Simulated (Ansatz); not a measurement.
# The MXene Zr3C2 with Br ends: bands and core levels, part 5 of 5

What would XPS and angle-resolved spectra of the MXene Zr3C2 with Br ends look like?

Ansatz 0.2.0; DFT, PBE, plane-wave PAW, default files, scalar-relativistic.

So far. Step 3 (Layer-resolved bands, DOS and potential): The largest force component on a free atom is 0.001 eV/Å, so the atoms are at rest for these settings too. At the Fermi level the DOS is 2.02 states/eV a cell, and on the broadened curves Zr 4d holds 80 % of the total there.

## Step 6: Maps in the surface zone

Analysers record intensity over the zone at fixed energy, so the same weights are taken on a square grid of wave vectors.

Contents of input.yaml:

```yaml
crystal:
  lattice:
    - [3.4597443436, 0.0, 0.0]
    - [-1.7298721718, 2.9962264922, 0.0]
    - [0.0, 0.0, 23.5]
  atoms:
    - { symbol: Br, position: [0.6666666667, 0.3333333333, 0.6903011162] }
    - { symbol: Zr, position: [0.3333333333, 0.6666666667, 0.6060993963] }
    - { symbol: C, position: [0.0, 0.0, 0.5592612758] }
    - { symbol: Zr, position: [0.6666666667, 0.3333333333, 0.5] }
    - { symbol: C, position: [0.3333333333, 0.6666666667, 0.4407387242] }
    - { symbol: Zr, position: [0.0, 0.0, 0.3939006037] }
    - { symbol: Br, position: [0.6666666667, 0.3333333333, 0.3096988838] }
kpoints:
  mp_grid: { grid: [12, 12, 1] }
scf:
  occupations: { method: fermi_dirac, width: 0.05 }
  n_extra_bands: 6
hamiltonian:
  xc: pbe
  pseudopotentials: { kind: paw }
output:
  forces: true
  write_potential: true
  volumetric_format: []
  eigenstates:
    kpoints:
      - [0.2494839, -0.2747079, 0.0]
      - [0.3432984, -0.3216152, 0.0]
      - [0.4371129, -0.3685225, 0.0]
      - [-0.4690725, -0.4154297, 0.0]
      - [-0.375258, -0.462337, 0.0]
      - [-0.2814435, 0.4907558, 0.0]
      # [... 73 more points ...]
      - [-0.0938145, 0.0469073, 0.0]
      - [0.0, 0.0, 0.0]
    e_range: [-3.0, 1.5]
    unfold:
      supercell_matrix: [[1, 0, 0], [0, 1, 0], [0, 0, 1]]
      layers:
        axis: 3
        edges: [0.148936, 0.423404, 0.447872, 0.552128, 0.576596, 0.851064]
```

Run with:

```bash
ansatz run input.yaml --threads 4 --pin off --max-ram 6144MiB --backend cpu --events-out ev --progress --plain --runs-dir out
```

Numbers of over 12 decimals in the logs are rounded to 6 here.

Log:

```text
[...]
Crystal: 7 atoms, lattice volume = 243.605 Å³
Basis set: ecut = 420 eV, 4753 PW (Γ), exchange–correlation on 48×48×320 points (8 copies of the dense FFT grid, shifted against one another)
Bands: 35, of which v1, the nominal top of the filled ones, is band 29 counted from 1 (28 counted from 0)
Symmetry: 12 space group operations
[...]
k-points: 19 of 144
[...]
SCF iter   1: F=—  HF=-18627.924569 eV  |F-HF|=—  |Δ(HF+E_count)|=         —  Δρ=3.06e-3  dr2=3.16e-1  ethr=1.77e-3  ⟨swp⟩=8.3  Hψ=3389  notcnv=0
[...]
SCF iter   7: F=-18627.891712 eV  HF=-18627.891712 eV  |F-HF|=7.22e-8  |Δ(HF+E_count)|=   5.37e-7  Δρ=3.55e-6  dr2=2.02e-8  ethr=1.72e-10  ⟨swp⟩=16.1  Hψ=6137  notcnv=0
SCF 1 converged in 7 iterations: F = -18627.891712 eV  dr2 = 2.02e-8
[...]
SCF converged after 7 iterations
Free energy (F): -18627.891712 eV
[...]
Internal energy: -18627.875713 eV  (E = F + TS)
E sigma→0 (E₀):  -18627.883712 eV
Entropy (-TS):   -0.015999 eV (-2.286 meV/atom)
Fermi energy:    4.231751 eV
[...]
--- Forces (eV/Å), atoms counted from 1 ---
  atom   1  Br    -0.00000000    -0.00000000     0.00030936
  atom   2  Zr     0.00000000     0.00000000    -0.00074178
  atom   3  C      0.00000000    -0.00000000    -0.00015034
  atom   4  Zr    -0.00000000     0.00000000     0.00000000
  atom   5  C      0.00000000     0.00000000     0.00015034
  atom   6  Zr     0.00000000    -0.00000000     0.00074178
  atom   7  Br     0.00000000     0.00000000    -0.00030936
  max |Σ_I F_I| component: 4.97e-17 eV/Å
--- Band table (eV; the first three rows and the last of 19) ---
  k-point 0: bands = [... 25 lower, 1.8456, 2.4686, 2.4686, 4.2855, 4.2855, 5.0231, 5.4917, 5.4917, ... 2 higher]
  k-point 1: bands = [... 25 lower, 1.8190, 2.0545, 2.3367, 4.1082, 4.4393, 4.9501, 5.5230, 5.5784, ... 2 higher]
  k-point 2: bands = [... 25 lower, 1.5505, 1.7915, 2.1099, 3.5902, 4.8306, 4.8654, 5.5762, 5.7590, ... 2 higher]
  k-point 18: bands = [... 25 lower, 1.1126, 1.5268, 1.5268, 5.0899, 5.0899, 5.1716, 5.6775, 6.1432, ... 2 higher]
```

Elapsed: 12 s, on 4 threads of Arm Neoverse V2, shared host; peak memory 0.72 GiB; 47 s of CPU time.

A(k, E = +0.00 eV), top over kx and ky. Zero: Fermi level; centre [0, 0, 0]; axes [1, 0, 0], [0, 1, 0].

Ten even steps from '_' (0.01 eV⁻¹) to '@' (1.88 eV⁻¹):
```
____________..______..____________
________..______________..________
%%__::@@__________________@@::__%%
__________..__________..__________
____________++______++____________
____________..______..____________
==____________--__--____________==
##--____________..____________--##
==____**__..::--##--::..__**____==
##--____________..____________--##
==____________--__--____________==
____________..______..____________
____________++______++____________
__________..__________..__________
%%__::@@__________________@@::__%%
________..______________..________
____________..______..____________
```
Columns: kx (Å⁻¹) from -1.36 to 1.36; rows upwards: ky (Å⁻¹) from -1.36 to 1.36.

A(k, E = -0.50 eV), top over kx and ky. Zero: Fermi level; centre [0, 0, 0]; axes [1, 0, 0], [0, 1, 0].

Ten even steps from '0' (0.01 eV⁻¹) to '9' (1.54 eV⁻¹):
```
00000190009100000
00060010001006000
75100000000000157
00001020002010000
00000280008200000
00000020002000000
00000003130000000
00700000000000700
00004510001540000
00700000000000700
00000003130000000
00000020002000000
00000280008200000
00001020002010000
75100000000000157
00060010001006000
00000190009100000
```
Columns: kx (Å⁻¹) from -1.36 to 1.36; rows upwards: ky (Å⁻¹) from -1.36 to 1.36.

Levels are drawn here with a half width of 0.05 eV, so heights of A(k,E) don't compare between steps with other widths.

In the map at +0.00 eV the intensity peaks 1.33 Å⁻¹ from the map's centre (the map runs past the first zone), and 12 % of the points pass 30 % of that peak; the grid step of 0.17 Å⁻¹ is coarse against sharp contours.

## Step 7: Outcome

```json
{
 "work function": "3.96 eV",
 "Zr core shifts among the listed atoms, from the last listed one": "+0.00 to +0.47 eV"
}
```

In words: The Fermi level of the MXene Zr3C2 with Br ends lies 3.96 eV below the vacuum. Core shifts: Zr +0.00 to +0.47 eV. Among the sites run, the most bound Zr 3d level is that of Zr5 (layer 2), bonded to 3 Br and 3 C; the least bound, 0.47 eV shallower, that of Zr13 (inner group), bonded to 6 C. That is the order that electronegative neighbours give as a rule, though screening of the hole enters too. At 1486.7 eV the valence spectrum has its highest listed peaks within 13 eV at 3.8 eV (Br 4p), 5.2 eV (Br 4p) and 10.1 eV (C 2s), and the deeper Zr 4p line at 27.4 eV is higher still (without the spin–orbit splitting that a measurement shows). The shell named is the one with most of the intensity, cross sections included, not always the one with most states there. In the main run, from 1486.7 eV towards hard X-rays the Br 4s share grows by 9 points, as its cross section falls more slowly with photon energy than those of the shells it gains on. Small or evenly spaced maxima in the DOS and spectra can be ripples of the k-mesh.

[Logs are printed without paths, hosts, clocks, repeated set-up lines and the standing remarks that a program may print on its own settings, such as how far it seeks lower states.]

[Hosts, paths, dates, database ids (printed as entryN), source tags and the programs' standing remarks are cut or masked in the printed files.]

[Maps of the electrostatic potential energy from Ansatz leave out the sawtooth potential of an applied field or a dipole correction, so their vacuum need not be flat; work functions include it.]
